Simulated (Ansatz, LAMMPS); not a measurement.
# Amorphous poly(p-phenylene) (as short chains C38H30), from a frame at 300 K (204 atoms): geometry optimisation

How does amorphous poly(p-phenylene) (as short chains C38H30), from a frame at 300 K (204 atoms) relax, and what do bonds, charges and levels look like afterwards?

Program: Ansatz 0.2.0. Level of theory: Kohn-Sham DFT, PBE+D3(BJ), PAW (set soft_2), plane waves. Results are calculated unless marked as measured.

### Step 1. The starting structure

The cell holds 204 atoms: 114 C and 90 H. Its edges and angles: a = 12.399 Å, b = 12.399 Å, c = 12.399 Å, α = 90.0°, β = 90.0°, γ = 90.0°. 3 poly(p-phenylene) chains of 6 units with methyl end groups placed at random, at 1.27 g/cm³; overlaps pushed apart, then 20 ps at 800 K with MMFF94 bonds, angles, torsions, charges and radii (Halgren, J. Comput. Chem. 17, 490 (1996)) in harmonic and 12-6 forms. Snapshot after 30 ps at 300 K and fixed volume.

Before any run, some limits are plain. The network of contacts between molecules at the start is that of the classical potential that made the cell. Only the Γ point is sampled, in a cell whose shortest periodic width is 12 Å.

### Step 2. Making the structure

A classical potential supplies the starting structure, since it reaches far longer times than DFT.

This step: classical MD, MMFF94 bonds, angles, torsions, charges and radii (Halgren, J. Comput. Chem. 17, 490 (1996)) in harmonic and 12-6 forms; charges of ions scaled by 0.8 (LAMMPS 22 Jul 2025 - Update 4).

in.lmp

```
# amorphous poly(p-phenylene)
units real
atom_style full
boundary p p p
bond_style harmonic
angle_style harmonic
dihedral_style opls
improper_style harmonic
special_bonds lj 0 0 0.5 coul 0 0 0.75
read_data data.lmp
neigh_modify delay 0 every 1 check yes one 4000
comm_modify cutoff 12.0
timestep 0.5
thermo_style custom step time temp pe press density
thermo_modify norm yes
# push overlapping molecules apart
pair_style soft 2.6
pair_coeff * * 0.0
variable a equal ramp(1,60)
fix ad all adapt 1 pair soft a * * v_a
velocity all create 800 64418 mom yes dist gaussian
fix lim all nve/limit 0.03
fix lan all langevin 800 800 50 64419 zero yes
thermo 1000
run 3000 post no
unfix ad
pair_style lj/cut/coul/long 9.0
pair_modify mix arithmetic tail yes
pair_coeff 1 1 0.0678 3.3680   # C
pair_coeff 2 2 0.0678 3.5860   # C
pair_coeff 3 3 0.0216 2.5400   # H
kspace_style pppm 1.0e-4
thermo 100
minimize 1e-5 1e-3 300 3000
# [... 15 lines left out ...]
compute msd all msd com yes
thermo 7500
fix md all nvt temp 300 300 100
run 30000 post no
print "== T300: mean square displacement over the hold $(c_msd[4]:%.2f) A^2"
unfix md
uncompute msd
write_dump all custom T300.dump id type xs ys zs modify sort id
```

Command:

```console
lmp -in in.lmp -log none -nocite
```

Numbers of over 12 decimals in the logs are rounded to 6 here.

What it wrote:

```text
LAMMPS (22 Jul 2025 - Update 4)
Reading data file ...
  orthogonal box = (0 0 0) to (12.3985 12.3985 12.3985)
  204 atoms
  orthogonal box = (0 0 0) to (12.3985 12.3985 12.3985)
  219 bonds
  360 angles
  528 dihedrals
  108 impropers
   Step          Time           Temp          PotEng         Press         Density
         0   0              800            1.0316846     -35209.655      1.2719989
      1000   500            649.16181      2.8952095      27807.793      1.2719989
      2000   1000           621.79841      3.1932593      31055.776      1.2719989
      3000   1500           646.91723      3.4064036      52549.146      1.2719989
Loop time of 0.878209 s on 1 MPI rank(s) for 3000 steps with 204 atoms
PPPM initialization ...
  G vector (1/distance) = 0.25819824
  grid = 5 5 5
  estimated relative force accuracy = 2.3814501e-05
   Step          Time           Temp          PotEng         Press         Density
      3000   1500           646.91723      4.0698595      86567.376      1.2719989
      3100   1550           646.91723      1.0130161      34380.096      1.2719989
      3200   1600           646.91723      0.9857821      34225.127      1.2719989
      3300   1650           646.91723      0.90932198     38584.218      1.2719989
Loop time of 1.34767 s on 1 MPI rank(s) for 300 steps with 204 atoms
[... 2 lines left out ...]
  Energy initial, next-to-last, final =
      4.06985945544844  0.910023818572811  0.909321979395579
  Force two-norm initial, final = 906.03377 13.401198
  Iterations, force evaluations = 300 600
   Step          Time           Temp          PotEng         Press         Density
         0   0              800            0.90932198     40805.901      1.2719989
      1000   500            644.38669      2.7951319      28952.993      1.2719989
      2000   1000           624.48228      2.9221531      39992.545      1.2719989
Loop time of 2.95521 s on 1 MPI rank(s) for 2000 steps with 204 atoms
   Step          Time           Temp          PotEng         Press         Density
      2000   1000           624.48228      2.9221531      39992.545      1.2719989
[... 5 lines left out ...]
Loop time of 31.4007 s on 1 MPI rank(s) for 20000 steps with 204 atoms
   Step          Time           Temp          PotEng         Press         Density
[... 4 lines left out ...]
Loop time of 30.5563 s on 1 MPI rank(s) for 20000 steps with 204 atoms
   Step          Time           Temp          PotEng         Press         Density
[... 2 lines left out ...]
     52500   51500          298.53132      1.5939976      23953.83       1.2719989
     60000   59000          296.39058      1.5998169      32211.144      1.2719989
     67500   66500          341.75495      1.6283039      25183.952      1.2719989
     72000   71000          291.41868      1.6186408      25361.259      1.2719989
Loop time of 44.9389 s on 1 MPI rank(s) for 30000 steps with 204 atoms
== T300: mean square displacement over the hold 0.21 A^2
```

Elapsed: 1.9 min, on 1 thread of Arm Neoverse N1, shared host; peak memory 0.12 GiB.

The input also reads data.lmp (atoms, bonds and types; not printed here).

### Step 3. Single point at the start

A single point comes first, to see the forces before anything moves.

input.yaml

```yaml
crystal:
  lattice:
    - [12.3985, 0.0, 0.0]
    - [0.0, 12.3985, 0.0]
    - [0.0, 0.0, 12.3985]
  atoms:
    - { symbol: C, position: [0.63763, 0.63009, 0.39629] }
    - { symbol: C, position: [0.57874, 0.52296, 0.41506] }
    - { symbol: C, position: [0.48449, 0.50092, 0.36363] }
    - { symbol: C, position: [0.4473, 0.39625, 0.37113] }
    - { symbol: C, position: [0.4889, 0.31831, 0.44105] }
    - { symbol: C, position: [0.5884, 0.33969, 0.4931] }
    - { symbol: C, position: [0.63648, 0.44079, 0.47536] }
    - { symbol: C, position: [0.43941, 0.21649, 0.4398] }
    - { symbol: C, position: [0.4848, 0.13206, 0.37973] }
    - { symbol: C, position: [0.42239, 0.04123, 0.37] }
    - { symbol: C, position: [0.32887, 0.02363, 0.42802] }
    - { symbol: C, position: [0.29454, 0.10523, 0.49538] }
    - { symbol: C, position: [0.35379, 0.19714, 0.50364] }
    - { symbol: C, position: [0.28079, 0.91972, 0.41117] }
    - { symbol: C, position: [0.34978, 0.82918, 0.42456] }
    - { symbol: C, position: [0.31451, 0.72683, 0.39606] }
    - { symbol: C, position: [0.21722, 0.712, 0.34276] }
    - { symbol: C, position: [0.14587, 0.80192, 0.33511] }
    - { symbol: C, position: [0.17634, 0.90299, 0.36796] }
    - { symbol: C, position: [0.189, 0.60185, 0.30518] }
    - { symbol: C, position: [0.19862, 0.51879, 0.37968] }
    - { symbol: C, position: [0.17303, 0.41735, 0.34651] }
    - { symbol: C, position: [0.15102, 0.3874, 0.2421] }
    - { symbol: C, position: [0.14139, 0.46781, 0.16868] }
    - { symbol: C, position: [0.16282, 0.57425, 0.19945] }
    - { symbol: C, position: [0.14279, 0.27331, 0.21316] }
    - { symbol: C, position: [0.0521, 0.22896, 0.1657] }
    - { symbol: C, position: [0.05321, 0.12304, 0.12765] }
    - { symbol: C, position: [0.14772, 0.06284, 0.1325] }
    - { symbol: C, position: [0.235, 0.10502, 0.18529] }
    - { symbol: C, position: [0.22967, 0.2061, 0.23326] }
    - { symbol: C, position: [0.15062, 0.95847, 0.07974] }
    [... 166 atom lines left out ...]
    - { symbol: H, position: [0.8769, 0.58934, 0.54088] }
    - { symbol: H, position: [0.0591, 0.32697, 0.67496] }
    - { symbol: H, position: [0.21702, 0.45335, 0.66791] }
    - { symbol: H, position: [0.83768, 0.32947, 0.61011] }
    - { symbol: H, position: [0.86913, 0.35606, 0.73989] }
    - { symbol: H, position: [0.78014, 0.45087, 0.6646] }
kpoints:
  mp_grid: { grid: [1, 1, 1] }
hamiltonian:
  xc: pbe
  dispersion: d3bj
scf:
  occupations: { method: fixed }
output:
  forces: true
  stress: true
  populations: true
  dos:
    method: { smearing: { sigma: 0.15 } }
    de: 0.1
    projected: { site_lists: { C: [C], H: [H] } }
  eigenvalues: true
```

Command:

```console
ansatz run input.yaml --threads 4 --pin off --max-ram 8192MiB --backend cpu --events-out ev --progress --plain --runs-dir out
```

What it wrote:

```text
Engine: ansatz 0.2.0, aarch64-unknown-linux-gnu
Pseudopotentials: kind: paw
Pseudopotential: C, paw, valence charge 4, recommended cutoff 420 eV (normal), C.paw.azcp
Pseudopotential: H, paw, valence charge 1, recommended cutoff 420 eV (normal), H.paw.azcp
Functional definition: PBE
  parameter kappa = 0.804
  parameter beta = 0.066725
  exchange = pbe_x(kappa = kappa, mu = beta*pi^2/3)
  correlation = pbe_c(beta = beta)
Crystal: 204 atoms, lattice volume = 1905.932 Å³
Basis set: ecut = 420 eV, 37385 PW (Γ), exchange–correlation on 180×180×180 points (8 copies of the dense FFT grid, shifted against one another)
Bands: 477, of which v1, the nominal top of the filled ones, is band 273 counted from 1 (272 counted from 0)
Symmetry: 1 space group operations
Space group: P1 (ITA 1), of the structure as read, at distance tolerance 1.2e-4 Å
k-points: 1
Non-local potential: C, projectors of the file, l = 0: 2, l = 1: 2, l = 2: 1
Non-local potential: H, projectors of the file, l = 0: 2, l = 1: 1
PAW form: soft (Blöchl's): semilocal exchange-correlation on the pseudo side does not see the compensation charge
PAW one-centre angular grid: C, 110 points (default); XC on 64 Gauss nodes
PAW one-centre angular grid: H, 110 points (default); XC on 64 Gauss nodes
Initial density: superposition of atomic densities (neutral atoms: chi_scale 0, normalization atom), corrected by the library's trained network
Initial wavefunctions: pseudopotential atomic-orbital guess
Functional: x = pbe(κ = 0.804, μ = 0.219515), c = pbe(β = 0.066725)
SCF iter   1: F=—  HF=-30042.604558 eV  |F-HF|=—  |Δ(HF+E_count)|=         —  Δρ=4.04e-3  dr2=3.89e-1  ethr=1.77e-3  ⟨swp⟩=5.0  Hψ=1648  notcnv=0  defer=201
preconditioner: auto → Resta (q_TF=auto, 2.215 Å⁻¹)  ε∞=2.7  [insulator: Δε(μ)=2.791 eV  Ē_g=15.363 eV  n_scr=364 (ndim 8)  ℏωp=19.9 eV  f_vac=0.135  ε∞_Penn≈2.7]
SCF iter   2: F=—  HF=-30042.571471 eV  |F-HF|=—  |Δ(HF+E_count)|=   3.31e-2  Δρ=2.03e-3  dr2=6.62e-2  ethr=7.12e-5  ⟨swp⟩=3.0  Hψ=824  notcnv=0  defer=202
SCF iter   3: F=—  HF=-30042.586157 eV  |F-HF|=—  |Δ(HF+E_count)|=   1.47e-2  Δρ=7.24e-4  dr2=1.15e-2  ethr=1.21e-5  ⟨swp⟩=3.0  Hψ=457  notcnv=0  defer=202
SCF iter   4: F=—  HF=-30042.588878 eV  |F-HF|=—  |Δ(HF+E_count)|=   2.72e-3  Δρ=1.98e-4  dr2=1.21e-3  ethr=2.11e-6  ⟨swp⟩=2.0  Hψ=488  notcnv=0  defer=202
SCF iter   5: F=—  HF=-30042.589359 eV  |F-HF|=—  |Δ(HF+E_count)|=   4.81e-4  Δρ=8.09e-5  dr2=2.02e-4  ethr=2.22e-7  ⟨swp⟩=2.0  Hψ=497  notcnv=0  defer=202
SCF iter   6: F=—  HF=-30042.589396 eV  |F-HF|=—  |Δ(HF+E_count)|=   3.71e-5  Δρ=3.02e-5  dr2=2.33e-5  ethr=3.71e-8  ⟨swp⟩=2.0  Hψ=516  notcnv=0  defer=201
SCF iter   7: F=—  HF=-30042.592575 eV  |F-HF|=—  |Δ(HF+E_count)|=   3.18e-3  Δρ=1.10e-5  dr2=3.36e-6  ethr=4.27e-9  ⟨swp⟩=2.0  Hψ=736  notcnv=0  defer=201
SCF iter   8: F=—  HF=-30042.592575 eV  |F-HF|=—  |Δ(HF+E_count)|=   2.88e-7  Δρ=3.62e-6  dr2=3.44e-7  ethr=6.15e-10  ⟨swp⟩=2.0  Hψ=541  notcnv=0  defer=201
SCF iter   9: F=-30042.592576 eV  HF=-30042.592576 eV  |F-HF|=5.74e-9  |Δ(HF+E_count)|=   1.55e-7  Δρ=1.34e-6  dr2=5.78e-8  ethr=1.83e-11  ⟨swp⟩=19.0  Hψ=3659  notcnv=0
SCF 1 converged in 9 iterations: F = -30042.592576 eV  dr2 = 5.78e-8
  greatest PAW one-centre occupation: 0.700 electrons in one spin orbital (limit 2), on the C atom at site 76 (counted from 0), in its partial waves of l = 0
SCF converged after 9 iterations
Free energy (F): -30042.592576 eV
Harris-Foulkes:  -30042.592576 eV  (|F-HF|=5.74e-9)
Internal energy: -30042.592576 eV  (E = F + TS)
E sigma→0 (E₀):  -30042.592576 eV
Fermi energy:    1.230793 eV
--- Per-component energies (eV) ---
  E_band       = -3176.426822
  E_kinetic    = 11691.128181
  E_local      = -31333.884021  (includes V_loc(G=0)·N_el)
  E_nonlocal   = 3307.994910
  E_hartree    = 10925.007422
  E_xc         = -6300.825853
  E_vxc        = -7839.098262  (∫ρ·V_xc dr)
  E_paw        = -11387.766412  (= ΣΔE_a)
  E_vpaw       = -852.454379  (= ΣTr[D̂ρ^β])
  E_aug_tail   = -0.124130  (compensation charges beyond the density's cutoff)
  E_ewald      = -6927.424571
  E_disp       = -16.698100  (pairwise vdW)
  E_smearing   = -0.000000  (= −TS)
  E_closure    = -0.000000  (closes the sum)
  Σ components = -30042.592576   (vs F -30042.592576, Δ=0.00e0)
--- Forces (eV/Å), atoms counted from 1 ---
  atom   1  C     -1.71754373    -2.37029758    -0.73658224
  atom   2  C      3.45765215    -0.04056337     1.16038195
  atom   3  C      1.72623272    -3.16889077     2.37656567
  atom   4  C     -2.31024374     0.03212924     0.05165144
  atom   5  C      1.93241540     2.46292747    -0.52453432
  atom   6  C      0.06524256     0.34059646    -0.30366147
  atom   7  C     -2.06550029     0.13874247    -1.20762575
  atom   8  C      1.76038680    -1.63297771    -0.10567399
  atom   9  C     -1.19274079     0.64147450    -0.00631998
  atom  10  C      1.34794510    -0.86332855    -0.99733250
  atom  11  C     -0.20331929     0.37168005    -0.14366891
  atom  12  C     -0.65974369    -0.70406471     0.82553465
  atom  13  C     -1.50139444     1.13379651     0.94826974
  atom  14  C     -0.06706941    -1.87513221    -0.16762067
[...]
atom 203  H     -0.48315460     0.31393500     0.20124808
  atom 204  H      0.33524716    -0.58578079     0.21462954
  max |Σ_I F_I| component: 3.45e-5 eV/Å
--- Stress (GPa, compression-positive) ---
        5.915606       1.236485       0.148213
        1.236488       6.817444      -0.866121
        0.148212      -0.866122       4.501055
  P = ⅓ Tr σ = 5.7447 GPa (57.447 kbar)
--- Band table (eV) ---
  k-point 0: bands = ["-15.8932", "-15.8322", "-15.7552", "-15.6471", [... 461 levels ...], "12.9228", "12.9429", "12.9944", "13.0018", "13.0250", "13.0556", "13.0736", "13.1103", "13.1672", "13.1774", "13.2151", "13.2446"]
--- Löwdin populations: 204 sites ---
  site symbol       q [e]
     0      C      4.4723
     1      C      3.9343
     2      C      4.1635
[...]
203      H      0.8174
  spilling = 0.011176 (of n_electrons = 546.000000)
```

Wall time 2.2 min (4 threads of Arm Neoverse N1, shared host); peak memory 2.6 GiB.

The run gave:

* free energy: -30042.5926 eV
* free energy per atom: -147.2676 eV/atom
* SCF cycles: 9
* pressure: 5.745 GPa
* r.m.s. force component: 1.024 eV/Å
* longest force: 6.907 eV/Å
* Fermi energy: 1.231 eV
* gap (highest filled to lowest empty level): 2.768 eV
* spilling of the projection: 0.01118

The r.m.s. force component of 1.0 eV/Å and the pressure of 5.7 GPa set the starting point.

Neighbours are counted within 1.85 Å (C-C), 1.34 Å (C-H).

Length of the force by element and coordination:

| element | coordination | atoms | mean length of the force (eV/Å) | spread | least | most |
| --- | --- | --- | --- | --- | --- | --- |
| C | all | 114 | 1.82 | 0.942 | 0.173 | 5.61 |
| C | 3 | 108 | 1.79 | 0.870 | 0.173 | 4.32 |
| C | 4 | 6 | 2.43 | 1.69 | 0.617 | 5.61 |
| H | all | 90 | 1.00 | 0.891 | 0.185 | 6.91 |

(Part 1 of 2 ends here.)

[Logs are printed without paths, hosts, clocks, repeated set-up lines and the standing remarks that a program may print on its own settings, such as how far it seeks lower states.]

[Hosts, paths, dates, database ids (printed as entryN), source tags and the programs' standing remarks are cut or masked in the printed files.]

[The MMFF94 radii named for the starting cell were scaled by 0.96; in molecules described by MMFF94, hydrogen bound to N, O or S took a small fixed 12-6 site in their place.]
